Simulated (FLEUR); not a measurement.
Computed results, one entry a study.

```json
{"subject": "Collinear magnetic orders of MnGa3As4 (GaAs16x211 Mn2 nn) with FLEUR", "lattice_ang": [[11.306, 0.0, 0.0], [0.0, 5.653, 0.0], [0.0, 0.0, 5.653]], "atoms": [["Mn", 0.0, 0.0, 0.0], ["As", 0.125, 0.25, 0.25], ["Mn", 0.0, 0.5, 0.5], ["As", 0.125, 0.75, 0.75], ["Ga", 0.25, 0.0, 0.5], ["As", 0.375, 0.25, 0.75], ["Ga", 0.25, 0.5, 0.0], ["As", 0.375, 0.75, 0.25], ["Ga", 0.5, 0.0, 0.0], ["As", 0.625, 0.25, 0.25], ["Ga", 0.5, 0.5, 0.5], ["As", 0.625, 0.75, 0.75], ["Ga", 0.75, 0.0, 0.5], ["As", 0.875, 0.25, 0.75], ["Ga", 0.75, 0.5, 0.0], ["As", 0.875, 0.75, 0.25]], "method": "PBE; all-electron FLAPW, Dirac cores, scalar-relativistic bands", "program": "FLEUR MaX-R8.1", "settings_of_one_run": "kmax 3.63 1/bohr, gmax 10.9 1/bohr, muffin tin radii Mn: 2.26, As: 2.26, Ga: 2.26 bohr, lmax Mn: [8, 6], As: [8, 6], Ga: [8, 6], hist occupations, smearing width 0.05 eV, mixer Anderson, mixing 0.05, max iterations 90, stop 2.00e-5 me/bohr³, collinear spin, 3×5×5 k-mesh, mesh matched on, radial mesh refined on, starting moments on Mn, summing to 9 μB", "cost": "2 runs, 50 min in all on 4 MPI ranks of Arm Neoverse V2, shared host (the runs of this entry)", "notes": "The structure was built from a prototype and need not be the compound’s stable phase. The run is spin-polarised, with a total moment of 8.00 μB a cell. This is the lowest of 2 finished starts, no proof of the ground state.", "results": {"lowest_state_found": "ferromagnetic (initial ferro ++)", "largest_site_spin_moment": "3.72 μB", "next_finished_state": "antiferromagnetic, 266 meV a seeded atom higher"}}
```

[Logs and program files are shortened in this print: banners, set-up blocks, solver, clock and traceback lines can be left out without a mark of their own.]

[Logs are printed without paths, hosts, clocks, repeated set-up lines and the standing remarks that a program may print on its own settings, such as how far it seeks lower states.]

[Hosts, paths, dates, database ids (printed as entryN), source tags and the programs' standing remarks are cut or masked in the printed files.]

[Where a cell is said to come from a database of computed structures, the database is the Materials Project.]
